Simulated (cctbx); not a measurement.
**Reading a Patterson map**

Space group P3_121 (no. 152), a = 4.0540 Å, b = 4.0540 Å, c = 9.1430 Å, α = 90.00°, β = 90.00°, γ = 120.00°, content Hg3 Re3.

The data are simulated with cctbx, not measured: synchrotron X-rays, λ = 0.7749 Å, to d = 0.65 Å, 70 % of the full sphere, strongest reflection 70000 counts, noise from counting, a 4 % proportional error and a noise floor of 8 counts (s.d.); no absorption.

Patterson synthesis from sharpened amplitudes, origin scaled to 1000:

```text
Patterson group P -3 m 1
      u       v       w   height  length (A)
  0.000   0.000   0.000   1000.0     0.00
  0.333   0.667   0.333    376.1     3.84
  0.258   0.516   0.834    218.7     3.05
  0.043   0.522   0.333    157.5     3.66
  0.000   0.188   0.500    138.5     4.63
  0.126   0.251   0.975     54.4     0.91
  0.000   0.000   0.105     48.3     0.96
  0.102   0.203   0.069     46.9     0.95
  0.089   0.177   0.919     32.3     0.97
  0.203   0.601   0.507     30.3     5.00
  0.135   0.270   0.875     28.3     1.49
  0.215   0.429   0.346     26.5     3.50
  0.126   0.252   0.136     26.2     1.53
  0.040   0.240   0.033     25.7     0.95
```

**Question.** Which atom pairs make the peaks, and where is the heaviest atom?

A peak at u stands for all pairs with xi − xj = u, with weight Σ ZiZj against Σ Z² = 36075 at the origin. Peak heights follow these weights only roughly, since form factors, motion and series ripples differ, all vectors within 0.55 Å of a peak are counted as merged into it though the farther ones add only part of their weight, and F(000) is left out, which lowers the whole map:

| u | v | w | shortest length (Å) | height | 1000 ΣZiZj/ΣZ² | pairs in the cell |
| --- | --- | --- | --- | --- | --- | --- |
| 0.333 | 0.667 | 0.333 | 3.84 | 376 | 532 | 3 × Hg–Hg |
| 0.258 | 0.516 | 0.834 | 2.36 | 219 | 333 | 2 × Hg–Re |
| 0.043 | 0.522 | 0.333 | 3.66 | 158 | 156 | 1 × Re–Re |
| 0.000 | 0.188 | 0.500 | 4.63 | 138 | 166 | 1 × Hg–Re |
| 0.126 | 0.251 | 0.975 | 0.91 | 54 | 0 | none within 0.55 Å |
| 0.000 | 0.000 | 0.105 | 0.96 | 48 | 0 | none within 0.55 Å |
| 0.102 | 0.203 | 0.069 | 0.95 | 47 | 0 | none within 0.55 Å |

The table stops at ten peaks or at a height of 45, below which ripples compete. In the model behind the data Hg, the heaviest element, has 1 independent site: (0.6931, 0, 1/3), up to an allowed shift of origin; the Hg–Hg vectors are differences of these positions and their symmetry mates. Elements of similar Z can't be told apart from the map alone. The whole model:

| atom | mult. | x | y | z | Ueq (Å²) |
| --- | --- | --- | --- | --- | --- |
| Hg1 | 3 | 0.6931 | 0 | 1/3 | 0.0037 |
| Re1 | 3 | 0.5156 | 0 | 5/6 | 0.0038 |

This is a model crystal, built by substitution and not relaxed, with assumed displacement parameters.

[Logs are printed without paths, hosts, clocks, repeated set-up lines and the standing remarks that a program may print on its own settings, such as how far it seeks lower states.]
